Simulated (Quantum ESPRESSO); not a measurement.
# Magnetic state of Fe2B from several starts

A self-consistent run ends on one state, which hangs on the start. Several orders of Fe2B are started in Quantum ESPRESSO and their energies compared.

Main program and level: Quantum ESPRESSO 7.5; LDA; plane waves with GBRV 1.5 LDA potentials, no spin-orbit coupling.

**Measured values to reproduce.**

“Structural transformation and magnetic properties of (Fe0.7Co0.3)2B alloys doped with 5d elements: A combined first-principles and experimental study” (2021, arxiv:2104.13724) quotes from earlier work for Fe2B, tetragonal CuAl2-type (quoted from earlier experiment): moment (total moment per 3d atom) about 1.9 μB [rounded literature value quoted in introduction; per 3d atom, temperature not stated].

The database entry behind the starting cell differs from later determinations by our own check (0.1 to 0.3 % short, probably kX units), so it need not match the best structure at ambient conditions.

## 1. The structure

It takes space group I4/mcm (No. 140, tetragonal). The conventional cell has a = 5.099 Å, b = 5.099 Å, c = 4.240 Å, α = 90.00°, β = 90.00°, γ = 90.00°. Nearest to Fe lie 4 B at 2.18 Å and 3 Fe at 2.41 to 2.43 Å. Nearest to B lie 2 B at 2.12 Å and 8 Fe at 2.18 Å. Farther neighbours are not listed.

The cell comes from the Crystallography Open Database.

## 2. Run 1, typed as ferro ++++

The signs are those of the starting moments on the seeded atoms, the atoms that are given a moment.

Input file pw.in:

```
&CONTROL
  calculation = 'scf'
  prefix = 'pwscf'
  outdir = './tmp'
  pseudo_dir = './pseudo'
  disk_io = 'nowf'
/
&SYSTEM
  ibrav = 0
  nat = 6
  ntyp = 2
  ecutwfc = 40
  ecutrho = 280
  nbnd = 52
  occupations = 'smearing'
  smearing = 'fd'
  degauss = 0.00734986
  nspin = 2
  starting_magnetization(1) = 0.175
  starting_magnetization(2) = 0
/
&ELECTRONS
  conv_thr = 1.2d-08
  electron_maxstep = 150
  mixing_beta = 0.3
/
ATOMIC_SPECIES
Fe     55.8450 fe_lda_v1.5.uspp.F.UPF
B      10.8100 b_lda_v1.4.uspp.F.UPF
CELL_PARAMETERS angstrom
  -2.5495000000    2.5495000000    2.1200000000
   2.5495000000   -2.5495000000    2.1200000000
   2.5495000000    2.5495000000   -2.1200000000
ATOMIC_POSITIONS crystal
Fe      0.1670000000    0.6670000000    0.8340000000
Fe      0.3330000000    0.1670000000    0.5000000000
Fe      0.8330000000    0.3330000000    0.1660000000
Fe      0.6670000000    0.8330000000    0.5000000000
B       0.7500000000    0.7500000000    0.0000000000
B       0.2500000000    0.2500000000    0.0000000000
K_POINTS automatic
8 8 8 0 0 0
```

Run with:

```
OMP_NUM_THREADS=1 mpirun -n 4 pw.x -nk 4 -in pw.in > pw.out
```

The log of the run:

```text
Program PWSCF v.7.5 starts

     Message from routine setup:
     using ibrav=0 with symmetry is DISCOURAGED, use correct ibrav instead

     K-points division:     npool     =       4
     Subspace diagonalization in iterative solution of the eigenvalue problem:

     G-vector sticks info
     --------------------
     sticks:   dense  smooth     PW     G-vecs:    dense   smooth      PW
     Sum        1221     687    249                29397    12681    2693

     Using Slab Decomposition

     bravais-lattice index     =            0
     lattice parameter (alat)  =       7.9040  a.u.
     unit-cell volume          =     371.9654 (a.u.)^3
     number of atoms/cell      =            6
     number of atomic types    =            2
     number of electrons       =        70.00
     number of Kohn-Sham states=           52
     kinetic-energy cutoff     =      40.0000  Ry
     charge density cutoff     =     280.0000  Ry
     scf convergence threshold =      1.2E-08
     mixing beta               =       0.3000
     number of iterations used =            8  plain     mixing
     Exchange-correlation=  SLA  PZ   NOGX NOGC
                           (   1   1   0   0   0   0   0)

     celldm(1)=   7.904004  celldm(2)=   0.000000  celldm(3)=   0.000000
     celldm(4)=   0.000000  celldm(5)=   0.000000  celldm(6)=   0.000000

     crystal axes: (cart. coord. in units of alat)
               a(1) = (  -0.609546   0.609546   0.506859 )
               a(2) = (   0.609546  -0.609546   0.506859 )
               a(3) = (   0.609546   0.609546  -0.506859 )

     reciprocal axes: (cart. coord. in units 2 pi/alat)
               b(1) = ( -0.000000  0.820282  0.986467 )
               b(2) = (  0.820282 -0.000000  0.986467 )
               b(3) = (  0.820282  0.820282  0.000000 )

     PseudoPot. # 1 for Fe read from file:
     fe_lda_v1.5.uspp.F.UPF
     Pseudo is Ultrasoft + core correction, Zval = 16.0
     Generated by new atomic code, or converted to UPF format
     Using radial grid of  861 points,  6 beta functions with:
                l(1) =   0
                l(2) =   0
                l(3) =   1
                l(4) =   1
                l(5) =   2
                l(6) =   2
     Q(r) pseudized with  8 coefficients,  rinner =    1.000   1.000   1.000
                                                       1.000   1.000

     PseudoPot. # 2 for B  read from file:
     b_lda_v1.4.uspp.F.UPF
     Pseudo is Ultrasoft + core correction, Zval =  3.0
     Generated by new atomic code, or converted to UPF format
     Using radial grid of  781 points,  4 beta functions with:
                l(1) =   0
                l(2) =   0
                l(3) =   1
                l(4) =   1
     Q(r) pseudized with  8 coefficients,  rinner =    1.100   1.100   1.100

     atomic species   valence    mass     pseudopotential
     Fe               16.00    55.84500     Fe( 1.00)
     B                 3.00    10.81000     B ( 1.00)

     Starting magnetic structure
     atomic species   magnetization
     Fe              0.175
     B               0.000

     16 Sym. Ops., with inversion, found ( 8 have fractional translation)

   Cartesian axes

     site n.     atom                  positions (alat units)
         1        Fe     tau(   1) = (   0.8131348   0.2035885   0.0000000  )
         2        Fe     tau(   2) = (   0.2035885   0.4059579   0.0000000  )
         3        Fe     tau(   3) = (  -0.2035885   0.4059579   0.5068595  )
         4        Fe     tau(   4) = (   0.4059579   0.2035885   0.5068595  )
         5        B      tau(   5) = (   0.0000000   0.0000000   0.7602892  )
         6        B      tau(   6) = (   0.0000000   0.0000000   0.2534297  )

     number of k points=    59  Fermi-Dirac smearing, width (Ry)=  0.0073
                       cart. coord. in units 2pi/alat
        k(    1) = (   0.0000000   0.0000000   0.0000000), wk =   0.0019531
        k(    2) = (   0.1025353   0.1025353   0.0000000), wk =   0.0078125
        k(    3) = (   0.2050705   0.2050705   0.0000000), wk =   0.0078125
        k(    4) = (   0.3076058   0.3076058   0.0000000), wk =   0.0078125
        k(    5) = (  -0.4101411  -0.4101411   0.0000000), wk =   0.0039062
        [... 54 further k-points ...]

     Dense  grid:    29397 G-vectors     FFT dimensions: (  48,  48,  45)

     Smooth grid:    12681 G-vectors     FFT dimensions: (  32,  32,  32)

     Check: negative core charge=   -0.000056
     Generating pointlists ...
     new r_m :   0.2145 (alat units)  1.6956 (a.u.) for type    1
     new r_m :   0.2091 (alat units)  1.6526 (a.u.) for type    2

     Initial potential from superposition of free atoms

     starting charge      65.9995, renormalised to      70.0000
     Starting wfcs are   60 randomized atomic wfcs

     Self-consistent Calculation

     iteration #  1     ecut=    40.00 Ry     beta= 0.30
     Davidson diagonalization with overlap
     ethr =  1.00E-02,  avg # of iterations =  2.4

     total energy              =   -1011.26957138 Ry
     estimated scf accuracy    <      11.37041389 Ry

     total magnetization       =     6.30 Bohr mag/cell
     absolute magnetization    =     6.65 Bohr mag/cell

     iteration #  2     ecut=    40.00 Ry     beta= 0.30
     Davidson diagonalization with overlap
     ethr =  1.00E-02,  avg # of iterations =  2.0

     total energy              =   -1013.76708125 Ry
     estimated scf accuracy    <       2.51965364 Ry

     total magnetization       =     7.20 Bohr mag/cell
     absolute magnetization    =     7.86 Bohr mag/cell

     iteration #  3     ecut=    40.00 Ry     beta= 0.30
     Davidson diagonalization with overlap
     ethr =  3.60E-03,  avg # of iterations =  1.1

     total energy              =   -1014.13954201 Ry
     estimated scf accuracy    <       0.06275258 Ry

     total magnetization       =     7.71 Bohr mag/cell
     absolute magnetization    =     8.27 Bohr mag/cell

     [... further iterations left out ...]

     iteration # 10     ecut=    40.00 Ry     beta= 0.30
     Davidson diagonalization with overlap
     ethr =  2.32E-08,  avg # of iterations =  1.7

     total energy              =   -1014.15887072 Ry
     estimated scf accuracy    <       0.00001508 Ry

     total magnetization       =     7.06 Bohr mag/cell
     absolute magnetization    =     7.75 Bohr mag/cell

     iteration # 11     ecut=    40.00 Ry     beta= 0.30
     Davidson diagonalization with overlap
     ethr =  2.15E-08,  avg # of iterations =  1.5

     total energy              =   -1014.15887918 Ry
     estimated scf accuracy    <       0.00000020 Ry

     total magnetization       =     7.04 Bohr mag/cell
     absolute magnetization    =     7.72 Bohr mag/cell

     iteration # 12     ecut=    40.00 Ry     beta= 0.30
     Davidson diagonalization with overlap
     ethr =  2.83E-10,  avg # of iterations =  2.3

     total energy              =   -1014.15887924 Ry
     estimated scf accuracy    <       0.00000008 Ry

     total magnetization       =     7.04 Bohr mag/cell
     absolute magnetization    =     7.71 Bohr mag/cell

     iteration # 13     ecut=    40.00 Ry     beta= 0.30
     Davidson diagonalization with overlap
     ethr =  1.12E-10,  avg # of iterations =  2.2

     Magnetic moment per site  (integrated on atomic sphere of radius R)
     atom   1 (R=0.215)  charge= 13.7652  magn=  1.7870
     atom   2 (R=0.215)  charge= 13.7652  magn=  1.7870
     atom   3 (R=0.215)  charge= 13.7652  magn=  1.7870
     atom   4 (R=0.215)  charge= 13.7652  magn=  1.7870
     atom   5 (R=0.209)  charge=  2.0415  magn= -0.1003
     atom   6 (R=0.209)  charge=  2.0415  magn= -0.1003

     End of self-consistent calculation

     Number of k-points >= 100: set verbosity='high' to print the bands.

     the Fermi energy is    17.6718 ev

!    total energy              =   -1014.15887930 Ry
     estimated scf accuracy    <          8.6E-09 Ry
     smearing contrib. (-TS)   =      -0.01236302 Ry
     internal energy E=F+TS    =   -1014.14651628 Ry

     The total energy is F=E-TS. E is the sum of the following terms:
     one-electron contribution =    -485.71139060 Ry
     hartree contribution      =     284.66923409 Ry
     xc contribution           =    -121.26130795 Ry
     ewald contribution        =    -691.84305182 Ry

     total magnetization       =     7.04 Bohr mag/cell
     absolute magnetization    =     7.71 Bohr mag/cell

     convergence has been achieved in  13 iterations

=------------------------------------------------------------------------------=
   JOB DONE.
=------------------------------------------------------------------------------=
```

Run time: 29 s. Hardware: 4 MPI ranks of Intel Xeon 6975P-C (Granite Rapids), shared host; peak memory 0.54 GiB; 1.9 min of CPU time.

Spin moment in the atom's sphere by atom:

```tsv
atom	spin moment in the atom's sphere (μB)
Fe1	1.79
Fe2	1.79
Fe3	1.79
Fe4	1.79
B5	-0.10
B6	-0.10
```

Numbers from this step:

- smearing term TS: 0.1682 eV
- magnetization: 7.038 μB
- absolute magnetization: 7.712 μB
- final state: ferromagnetic

Spin density in the ab plane of the conventional cell at fractional z = 0.000, with atoms of Fe within 0.2 Å of it.

Ten even steps from '_' (0.0 e/Å³) to '@' (3.8 e/Å³), each cell a mean:
```
________....________________
______::##**..______________
______::##++..________..____
________....________..**++..
____________________::####..
______________________....__
____________________________
__::++::____________________
__==@@++____________________
__..==::________..--..______
________________==@@++______
________________::++::______
____________________________
```
Columns run along a (5.1 Å), rows up along b (5.1 Å), edges of the conventional cell, whose origin can differ from the input's. Atoms in or near the plane, at fractional coordinates: Fe at (0.67, 0.17), Fe at (0.17, 0.33), Fe at (0.33, 0.83), Fe at (0.83, 0.67).

Valence density in the ab plane of the conventional cell at fractional z = 0.000, with atoms of Fe within 0.2 Å of it. It is the smooth field of the valence electrons, not physical close to the nuclei.

Values in e/Å³, 13 rows by 14 columns, each cell a mean:
```
 0  0  1  2  5  5  1  0  0  0  0  0  0  0
 0  0  1  7 20 19  4  1  0  0  0  0  0  0
 0  0  1  7 20 18  4  0  0  0  1  3  3  1
 0  0  0  1  4  3  1  0  0  1  6 19 18  4
 1  0  0  0  0  1  0  0  0  1  7 20 19  4
 0  0  0  0  0  0  0  0  0  1  2  6  5  1
 0  1  2  1  0  0  0  0  0  0  0  1  1  0
 1  7 15  9  1  0  0  0  0  0  0  0  0  0
 2 14 23 17  2  0  0  0  1  1  1  0  0  0
 1  6 13  7  1  0  0  1  5 12  6  1  0  0
 0  1  1  1  0  0  0  2 14 23 17  2  0  0
 0  0  0  0  0  0  0  1  8 16  9  1  0  0
 0  0  0  0  0  0  0  1  1  2  1  1  0  0
```
Columns run along a (5.1 Å), rows up along b (5.1 Å), edges of the conventional cell, whose origin can differ from the input's. Atoms in or near the plane, at fractional coordinates: Fe at (0.67, 0.17), Fe at (0.17, 0.33), Fe at (0.33, 0.83), Fe at (0.83, 0.67).

(Part 1 of 2 ends here.)

[Logs and program files are shortened in this print: banners, set-up blocks, solver, clock and traceback lines can be left out without a mark of their own.]

[Logs are printed without paths, hosts, clocks, repeated set-up lines and the standing remarks that a program may print on its own settings, such as how far it seeks lower states.]

[Hosts, paths, dates, database ids (printed as entryN), source tags and the programs' standing remarks are cut or masked in the printed files.]

[Where a cell is said to come from a database of computed structures, the database is the Materials Project.]
